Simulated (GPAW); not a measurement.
## Work function of Li/Au(111) at several levels

How far do functional and basis move the work function of Li/Au(111)?

Method: GPAW, PAW setups; slab in vacuum, relaxation, in the first sound run; inputs show where later runs differ, in GPAW 26.7.0.

## 1. The starting structure

The cell holds 5 atoms: 4 Au and 1 Li. Its edges and angles: a = 2.885 Å, b = 2.885 Å, c = 27.434 Å, α = 90.0°, β = 90.0°, γ = 60.0°. Vacuum lies along c.

Structure file:

```cif
data_structure
_symmetry_space_group_name_H-M 'P 1'
_symmetry_Int_Tables_number 1
_cell_length_a 2.8850
_cell_length_b 2.8850
_cell_length_c 27.4339
_cell_angle_alpha 90.000
_cell_angle_beta 90.000
_cell_angle_gamma 60.000
_cell_volume 197.75
loop_
_atom_site_label
_atom_site_type_symbol
_atom_site_fract_x
_atom_site_fract_y
_atom_site_fract_z
_atom_site_occupancy
Au1 Au 0.00000 0.00000 0.32806 1
Au2 Au 0.33333 0.33333 0.41393 1
Au3 Au 0.66667 0.66667 0.49979 1
Au4 Au 0.00000 0.00000 0.58565 1
Li5 Li 0.50000 0.00000 0.67194 1
```

## 2. Relaxing the atoms

Forces are removed first; all later runs use this geometry. The lowest 2 atoms are held at bulk positions and keep their forces.

Contents of run.py:

```python
import json
import numpy as np
from ase import Atoms
from ase.constraints import FixAtoms
from ase.optimize import BFGS
from gpaw import GPAW, PW

slab = Atoms(
    ['Au', 'Au', 'Au', 'Au', 'Li'],
    positions=[
        [0.00000, 0.00000, 9.00000],
        [1.44250, 0.83283, 11.35559],
        [2.88500, 1.66565, 13.71118],
        [0.00000, 0.00000, 16.06677],
        [1.44250, 0.00000, 18.43387]],
    cell=[[2.885, 0.0, 0.0], [1.4425, 2.49848, 0.0], [0.0, 0.0, 27.43387]],
    pbc=[True, True, False])

slab.calc = GPAW(mode=PW(400), xc='PBE', kpts={'size': (13, 13, 1), 'gamma': True},
                 occupations={'name': 'fermi-dirac', 'width': 0.1}, nbands='300%',
                 convergence={'density': 1e-05}, maxiter=200,
                 poissonsolver={'dipolelayer': 'xy'},
                 symmetry={'tolerance': 1e-3, 'extra_ids': [1, 1, 0, 0, 0]}, txt='slab.txt')
result = {}
slab.set_constraint(FixAtoms([0, 1]))
path = []
opt = BFGS(slab, maxstep=0.2)
opt.attach(lambda: path.append((slab.get_potential_energy(), slab.positions.tolist(), slab.get_forces().tolist())))
result['relaxed'] = bool(opt.run(fmax=0.03, steps=40))
result['path'] = path
energy = slab.get_potential_energy()
fermi = slab.calc.get_fermi_level()
v = slab.calc.get_electrostatic_potential().mean((0, 1)) - fermi
n = slab.calc.get_pseudo_density().mean((0, 1))
L = slab.cell[2, 2]
z = np.arange(len(v)) * L / len(v)
low, high = slab.positions[:, 2].min(), slab.positions[:, 2].max()
below, above = np.interp([low - 6.8, high + 6.8], z, v)
slopes = [np.interp(x, z, np.gradient(v, z)) for x in (low - 6.8, high + 6.8)]
eps = np.array([[slab.calc.get_eigenvalues(k, s) for k in range(len(slab.calc.get_ibz_k_points()))]
                for s in range(slab.calc.get_number_of_spins())]) - fermi
top, bottom = eps[eps < 0].max(), eps[eps > 0].min()
dipole = slab.get_dipole_moment()[2]
print(f'energy {energy:.4f} eV, Fermi level {fermi:.4f} eV, dipole {dipole:.5f} e A')
print(f'potential 6.8 A off the faces, from the Fermi level: lower {below:.4f} eV, upper {above:.4f} eV')
print(f'slope of the potential there: lower {slopes[0]:.5f}, upper {slopes[1]:.5f} eV/A')
print(f'nearest levels on the mesh: {top:.4f} and {bottom:.4f} eV')
print('magnetic moment', round(slab.get_magnetic_moment(), 3))
result.update(energy=energy, fermi=fermi, dipole=dipole, below=below, above=above, slopes=slopes, edges=[top, bottom],
              z=z.tolist(), v=v.tolist(), n=n.tolist(), positions=slab.positions.tolist(),
              forces=slab.get_forces(apply_constraint=False).tolist(), moments=slab.get_magnetic_moments().tolist())
json.dump(result, open('result.json', 'w'))
```

Started as:

```console
$ OMP_NUM_THREADS=1 OPENBLAS_NUM_THREADS=1 python run.py
```

Output:

```text
Step          Energy          fmax
BFGS:    0      -14.096073        1.123248
BFGS:    1      -14.115796        1.009023
BFGS:    2      -14.205375        0.516261
BFGS:    3      -14.211663        0.532954
BFGS:    4      -14.219993        0.452709
BFGS:    5      -14.229416        0.257511
BFGS:    6      -14.235059        0.184115
BFGS:    7      -14.236025        0.155997
BFGS:    8      -14.236651        0.137210
BFGS:    9      -14.238991        0.149407
BFGS:   10      -14.242663        0.192326
BFGS:   11      -14.247643        0.179144
BFGS:   12      -14.250715        0.108396
BFGS:   13      -14.251930        0.033638
BFGS:   14      -14.252077        0.017239
energy -14.2286 eV, Fermi level 1.0141 eV, dipole 0.05398 e A
potential 6.8 A off the faces, from the Fermi level: lower 5.1318 eV, upper 3.7667 eV
slope of the potential there: lower 0.00002, upper 0.00003 eV/A
nearest levels on the mesh: -0.0205 and 0.0751 eV
magnetic moment 0.0
```

Run time: 62 min. Hardware: 1 thread of Arm Neoverse V2, shared host; peak memory 0.4 GiB.

The steps of the relaxation:

```tsv
step	energy less that of the first step (eV)	largest force (eV/Å)
1	0.0000	1.1232
2	-0.0196	1.0090
3	-0.1078	0.5163
4	-0.1139	0.5330
5	-0.1220	0.4527
6	-0.1313	0.2575
7	-0.1370	0.1841
8	-0.1380	0.1560
9	-0.1387	0.1372
10	-0.1413	0.1494
11	-0.1454	0.1923
12	-0.1508	0.1791
13	-0.1541	0.1084
14	-0.1553	0.0336
15	-0.1554	0.0172
```

The atoms that moved most (Å):

```tsv
atom	dx	dy	dz	length
Au4	0.000	-0.015	0.359	0.359
Au3	0.000	-0.002	0.134	0.134
Li5	0.000	0.018	0.112	0.114
```

The relaxed structure:

```xyz
5
Lattice="2.8850 0.0000 0.0000 1.4425 2.4985 0.0000 0.0000 0.0000 27.4339" Properties=species:S:1:pos:R:3
Au    0.0000    0.0000    9.0000
Au    1.4425    0.8328   11.3556
Au    2.8850    1.6639   13.8455
Au    0.0000   -0.0151   16.4254
Li    1.4425    0.0180   18.5461
```

This step gave:

```yaml
dipole_along_the_normal: 0.05398 e·Å
levels_nearest_the_fermi_level_on_the_mesh: -0.02049, 0.07512 eV from the Fermi level
upper_work_function: 3.767 eV
lower_work_function: 5.132 eV
```

The electrostatic potential energy of an electron (without an applied field's), less the Fermi level, planar mean oscillates, so the rows of the table below give means over windows of 2.46 Å about each position, cut where the curve ends. Its maxima inside the range that stand out by 2 % of the span (Å: eV): 3.5: 5.13, 10.2: 0.411, 12.6: 1.16, 15.1: 1.51, 17.7: 0.499. Its minima: 9.0: -23.4, 11.4: -23.5, 13.8: -23.6, 16.4: -23.7, 18.5: -4.58.

The electrostatic potential energy of an electron (without an applied field's), less the Fermi level, planar mean by z; means over each step:

z (Å), electrostatic potential energy of an electron (without an applied field's), less the Fermi level, planar mean (eV) and a bar from the least value:
```
     1.23        5.1 ##############################
     3.69        5.1 ##############################
     6.15        5.0 ##############################
     8.61       -8.4 ##
    11.07       -9.5 
    13.53       -9.3 #
    15.99       -9.2 #
    18.45       -1.6 ################
    20.91        3.2 ##########################
    23.37        3.8 ###########################
    25.83        3.8 ###########################
```

The pseudo valence density, planar mean oscillates, so the rows of the table below give means over windows of 2.57 Å about each position, cut where the curve ends. Its maxima inside the range that stand out by 2 % of the span (Å: e/Å³): 9.0: 1.27, 11.4: 1.28, 13.9: 1.24, 16.5: 1.25. Its minima: 10.3: 0.255, 12.6: 0.203, 15.2: 0.179.

The pseudo valence density, planar mean by z; means over each step:

```tsv
z (Å)	pseudo valence density, planar mean (e/Å³)
3.85	9.2e-6
6.42	0.0114
8.99	0.593
11.56	0.605
14.13	0.595
16.70	0.587
19.27	0.0364
21.84	0.00203
24.41	1.3e-5
```

The relaxation lowered the energy of the cell by 0.155 eV (energies extrapolated to zero smearing; the optimiser's log prints free energies). The largest force left on a free atom is 0.017 eV/Å.

## 3. The slab's potential

With the geometry fixed, the planar mean of the potential gives the vacuum level on each side.

This step: GPAW, PAW setups; slab in vacuum (GPAW 26.7.0).

run.py: that of step 2 with these lines changed.

```diff
@@ -3,4 +3,2 @@
 from ase import Atoms
-from ase.constraints import FixAtoms
-from ase.optimize import BFGS
 from gpaw import GPAW, PW
@@ -12,5 +10,5 @@
         [1.44250, 0.83283, 11.35559],
-        [2.88500, 1.66565, 13.71118],
-        [0.00000, 0.00000, 16.06677],
-        [1.44250, 0.00000, 18.43387]],
+        [2.88500, 1.66394, 13.84548],
+        [0.00000, -0.01512, 16.42539],
+        [1.44250, 0.01797, 18.54608]],
     cell=[[2.885, 0.0, 0.0], [1.4425, 2.49848, 0.0], [0.0, 0.0, 27.43387]],
@@ -22,10 +20,4 @@
                  poissonsolver={'dipolelayer': 'xy'},
-                 symmetry={'tolerance': 1e-3, 'extra_ids': [1, 1, 0, 0, 0]}, txt='slab.txt')
+                 symmetry={'tolerance': 1e-3}, txt='slab.txt')
 result = {}
-slab.set_constraint(FixAtoms([0, 1]))
-path = []
-opt = BFGS(slab, maxstep=0.2)
-opt.attach(lambda: path.append((slab.get_potential_energy(), slab.positions.tolist(), slab.get_forces().tolist())))
-result['relaxed'] = bool(opt.run(fmax=0.03, steps=40))
-result['path'] = path
 energy = slab.get_potential_energy()
```

Output:

```text
energy -14.2286 eV, Fermi level 1.0141 eV, dipole 0.05408 e A
potential 6.8 A off the faces, from the Fermi level: lower 5.1318 eV, upper 3.7669 eV
slope of the potential there: lower -0.00002, upper 0.00004 eV/A
nearest levels on the mesh: -0.0204 and 0.0751 eV
magnetic moment 0.0
```

It took 6.2 min on 1 thread; peak memory 0.4 GiB.

This step gave:

```yaml
dipole_along_the_normal: 0.05408 e·Å
levels_nearest_the_fermi_level_on_the_mesh: -0.02042, 0.07512 eV from the Fermi level
```

The electrostatic potential energy of an electron (without an applied field's), less the Fermi level, planar mean oscillates, so the rows of the table below give means over windows of 2.46 Å about each position, cut where the curve ends. Its maxima inside the range that stand out by 2 % of the span (Å: eV): 1.2: 5.13, 10.2: 0.411, 12.6: 1.16, 15.1: 1.51, 17.7: 0.499. Its minima: 9.0: -23.4, 11.4: -23.5, 13.8: -23.6, 16.4: -23.7, 18.5: -4.58.

Table of electrostatic potential energy of an electron (without an applied field's), less the Fermi level, planar mean by z; means over each step:

z (Å), electrostatic potential energy of an electron (without an applied field's), less the Fermi level, planar mean (eV) and a bar from the least value:
```
     1.23        5.1 ##############################
     3.69        5.1 ##############################
     6.15        5.0 ##############################
     8.61       -8.4 ##
    11.07       -9.5 
    13.53       -9.3 #
    15.99       -9.2 #
    18.45       -1.6 ################
    20.91        3.2 ##########################
    23.37        3.8 ###########################
    25.83        3.8 ###########################
```

The pseudo valence density, planar mean oscillates, so the rows of the table below give means over windows of 2.57 Å about each position, cut where the curve ends. Its maxima inside the range that stand out by 2 % of the span (Å: e/Å³): 9.0: 1.27, 11.4: 1.28, 13.9: 1.24, 16.5: 1.25. Its minima: 10.3: 0.255, 12.6: 0.203, 15.2: 0.179.

Pseudo valence density, planar mean against z; means over each step:

```tsv
z (Å)	pseudo valence density, planar mean (e/Å³)
3.85	9.2e-6
6.42	0.0114
8.99	0.593
11.56	0.605
14.13	0.595
16.70	0.587
19.27	0.0364
21.84	0.00203
24.41	1.3e-5
```

Force by atom:

```tsv
atom	x (eV/Å)	y (eV/Å)	z (eV/Å)	size
Au1	0.000	0.001	-0.592	0.592
Au2	0.000	-0.002	0.599	0.599
Au3	0.000	-0.002	-0.003	0.003
Au4	0.000	-0.014	0.001	0.014
Li5	0.000	0.017	-0.004	0.017
```

The potential is flat to 4.4e-5 eV/Å where it is read, so the vacuum is wide enough.

## 4. Self-consistent run: xc = "LDA"

The same geometry under LDA, to see how far the functional moves the levels against the vacuum.

run.py: that of step 3 with these lines changed.

```diff
@@ -16,3 +16,3 @@
 
-slab.calc = GPAW(mode=PW(400), xc='PBE', kpts={'size': (13, 13, 1), 'gamma': True},
+slab.calc = GPAW(mode=PW(400), xc='LDA', kpts={'size': (13, 13, 1), 'gamma': True},
                  occupations={'name': 'fermi-dirac', 'width': 0.1}, nbands='300%',
```

Output:

```text
energy -18.9143 eV, Fermi level 0.7247 eV, dipole 0.06834 e A
potential 6.8 A off the faces, from the Fermi level: lower 5.5515 eV, upper 3.8287 eV
slope of the potential there: lower -0.00001, upper 0.00005 eV/A
nearest levels on the mesh: -0.0273 and 0.0819 eV
magnetic moment 0.0
```

The job ended after 5.7 min (1 thread; peak memory 0.39 GiB).

This step gave:

- dipole along the normal: 0.06834 e·Å
- levels nearest the Fermi level on the mesh: -0.02729, 0.08193 eV from the Fermi level
- upper work function: 3.829 eV
- lower work function: 5.551 eV

The electrostatic potential energy of an electron (without an applied field's), less the Fermi level, planar mean oscillates, so the rows of the table below give means over windows of 2.46 Å about each position, cut where the curve ends. Its maxima inside the range that stand out by 2 % of the span (Å: eV): 2.9: 5.55, 10.2: 0.873, 12.6: 1.62, 15.1: 1.96, 17.7: 0.831. Its minima: 9.0: -23.1, 11.4: -23.2, 13.8: -23.2, 16.4: -23.4, 18.5: -4.40.

The electrostatic potential energy of an electron (without an applied field's), less the Fermi level, planar mean by z; means over each step:

```tsv
z (Å)	electrostatic potential energy of an electron (without an applied field's), less the Fermi level, planar mean (eV)
1.23	5.49
3.69	5.55
6.15	5.45
8.61	-7.97
11.07	-9.12
13.53	-8.87
15.99	-8.83
18.45	-1.35
20.91	3.28
23.37	3.82
25.83	3.83
```

The pseudo valence density, planar mean oscillates, so the rows of the table below give means over windows of 2.57 Å about each position, cut where the curve ends. Its maxima inside the range that stand out by 2 % of the span (Å: e/Å³): 9.0: 1.27, 11.4: 1.28, 13.9: 1.24, 16.5: 1.24. Its minima: 10.3: 0.257, 12.6: 0.205, 15.2: 0.180.

Table of pseudo valence density, planar mean by z; means over each step:

z (Å), pseudo valence density, planar mean (e/Å³) and a bar:
```
     3.85       0.00 
     6.42       0.01 #
     8.99       0.59 #############################
    11.56       0.61 ##############################
    14.13       0.59 #############################
    16.70       0.59 #############################
    19.27       0.04 ##
    21.84       0.00 
    24.41       0.00
```

Force by atom:

```tsv
atom	x (eV/Å)	y (eV/Å)	z (eV/Å)	size
Au1	0.000	0.001	-0.015	0.015
Au2	0.000	-0.002	0.516	0.516
Au3	0.000	-0.001	-0.059	0.059
Au4	0.000	-0.015	-0.179	0.179
Li5	0.000	0.016	-0.262	0.263
```

The upper face's work function is 3.829 eV, against 3.767 eV in the first plane-wave PBE run at this geometry.

## 5. OptPBE vdW: xc = "optPBE-vdW"

The same geometry under optPBE-vdW, to see how far the functional moves the levels against the vacuum (the van der Waals functionals take revPBE setups).

run.py: that of step 4 with these lines changed.

```diff
@@ -16,3 +16,3 @@
 
-slab.calc = GPAW(mode=PW(400), xc='LDA', kpts={'size': (13, 13, 1), 'gamma': True},
+slab.calc = GPAW(mode=PW(400), xc='optPBE-vdW', kpts={'size': (13, 13, 1), 'gamma': True},
                  occupations={'name': 'fermi-dirac', 'width': 0.1}, nbands='300%',
```

Output:

```text
energy -80.3189 eV, Fermi level 0.9619 eV, dipole 0.05679 e A
potential 6.8 A off the faces, from the Fermi level: lower 5.2873 eV, upper 3.8543 eV
slope of the potential there: lower 0.00001, upper 0.00004 eV/A
nearest levels on the mesh: -0.0341 and 0.0304 eV
magnetic moment 0.0
```

Wall time 6.4 min (1 thread); peak memory 0.53 GiB.

Numbers from this step:

```
dipole along the normal                    : 0.05679 e·Å
levels nearest the Fermi level on the mesh : -0.03414, 0.03045 eV from the Fermi level
upper work function                        : 3.854 eV
lower work function                        : 5.287 eV
```

The upper face's work function is 3.854 eV, against 3.767 eV in the first plane-wave PBE run at this geometry.

## 6. Self-consistent run: xc = "RPBE"

The same geometry under RPBE, to see how far the functional moves the levels against the vacuum.

run.py: that of step 5 with these lines changed.

```diff
@@ -16,3 +16,3 @@
 
-slab.calc = GPAW(mode=PW(400), xc='optPBE-vdW', kpts={'size': (13, 13, 1), 'gamma': True},
+slab.calc = GPAW(mode=PW(400), xc='RPBE', kpts={'size': (13, 13, 1), 'gamma': True},
                  occupations={'name': 'fermi-dirac', 'width': 0.1}, nbands='300%',
```

Output:

```text
energy -11.8608 eV, Fermi level 1.1226 eV, dipole 0.04815 e A
potential 6.8 A off the faces, from the Fermi level: lower 4.9497 eV, upper 3.7335 eV
slope of the potential there: lower -0.00001, upper 0.00004 eV/A
nearest levels on the mesh: -0.0149 and 0.0734 eV
magnetic moment 0.0
```

The job ended after 6 min (1 thread; peak memory 0.4 GiB).

This step gave:

```
dipole along the normal                    : 0.04815 e·Å
levels nearest the Fermi level on the mesh : -0.01493, 0.07337 eV from the Fermi level
upper work function                        : 3.734 eV
lower work function                        : 4.950 eV
```

The upper face's work function is 3.734 eV, against 3.767 eV in the first plane-wave PBE run at this geometry.

## 7. Self-consistent run: xc = "vdW-DF2"

The same geometry under vdW-DF2, to see how far the functional moves the levels against the vacuum (the van der Waals functionals take revPBE setups).

run.py: that of step 6 with these lines changed.

```diff
@@ -16,3 +16,3 @@
 
-slab.calc = GPAW(mode=PW(400), xc='RPBE', kpts={'size': (13, 13, 1), 'gamma': True},
+slab.calc = GPAW(mode=PW(400), xc='vdW-DF2', kpts={'size': (13, 13, 1), 'gamma': True},
                  occupations={'name': 'fermi-dirac', 'width': 0.1}, nbands='300%',
```

Output:

```text
energy -658.4195 eV, Fermi level 1.0080 eV, dipole 0.06104 e A
potential 6.8 A off the faces, from the Fermi level: lower 5.4378 eV, upper 3.8978 eV
slope of the potential there: lower -0.00006, upper 0.00039 eV/A
nearest levels on the mesh: -0.0025 and 0.0489 eV
magnetic moment 0.0
```

It took 6.4 min on 1 thread; peak memory 0.53 GiB.

This step gave:

| Item | Value |
| --- | --- |
| dipole along the normal | 0.06104 e·Å |
| levels nearest the Fermi level on the mesh | -0.002533, 0.04893 eV from the Fermi level |
| upper work function | 3.898 eV |
| lower work function | 5.438 eV |

The electrostatic potential energy of an electron (without an applied field's), less the Fermi level, planar mean oscillates, so the rows of the table below give means over windows of 2.46 Å about each position, cut where the curve ends. Its maxima inside the range that stand out by 2 % of the span (Å: eV): 0.5: 5.44, 10.2: -0.0612, 12.6: 0.687, 15.1: 1.04, 17.7: 0.269. Its minima: 9.0: -23.5, 11.4: -23.8, 13.8: -23.8, 16.4: -23.9, 18.5: -4.62.

Electrostatic potential energy of an electron (without an applied field's), less the Fermi level, planar mean against z; means over each step:

z (Å), electrostatic potential energy of an electron (without an applied field's), less the Fermi level, planar mean (eV) and a bar from the least value:
```
     1.23        5.4 ##############################
     3.69        5.4 ##############################
     6.15        5.3 ##############################
     8.61       -8.5 ###
    11.07       -9.9 
    13.53       -9.6 #
    15.99       -9.5 #
    18.45       -1.6 ################
    20.91        3.3 ##########################
    23.37        3.9 ###########################
    25.83        3.9 ###########################
```

The upper face's work function is 3.898 eV, against 3.767 eV in the first plane-wave PBE run at this geometry.

## 8. Self-consistent run: xc = "revPBE"

The same geometry under revPBE, to see how far the functional moves the levels against the vacuum.

run.py: that of step 7 with these lines changed.

```diff
@@ -16,3 +16,3 @@
 
-slab.calc = GPAW(mode=PW(400), xc='vdW-DF2', kpts={'size': (13, 13, 1), 'gamma': True},
+slab.calc = GPAW(mode=PW(400), xc='revPBE', kpts={'size': (13, 13, 1), 'gamma': True},
                  occupations={'name': 'fermi-dirac', 'width': 0.1}, nbands='300%',
```

Output:

```text
energy -12.2366 eV, Fermi level 1.1064 eV, dipole 0.04926 e A
potential 6.8 A off the faces, from the Fermi level: lower 4.9718 eV, upper 3.7279 eV
slope of the potential there: lower 0.00001, upper 0.00005 eV/A
nearest levels on the mesh: -0.0150 and 0.0744 eV
magnetic moment 0.0
```

The job ended after 5.8 min (1 thread; peak memory 0.39 GiB).

Numbers from this step:

```yaml
dipole_along_the_normal: 0.04926 e·Å
levels_nearest_the_fermi_level_on_the_mesh: -0.01505, 0.07440 eV from the Fermi level
upper_work_function: 3.728 eV
lower_work_function: 4.972 eV
```

The upper face's work function is 3.728 eV, against 3.767 eV in the first plane-wave PBE run at this geometry.

(Part 1 of 2 ends here.)

[Logs are printed without paths, hosts, clocks, repeated set-up lines and the standing remarks that a program may print on its own settings, such as how far it seeks lower states.]

[Hosts, paths, dates, database ids (printed as entryN), source tags and the programs' standing remarks are cut or masked in the printed files.]
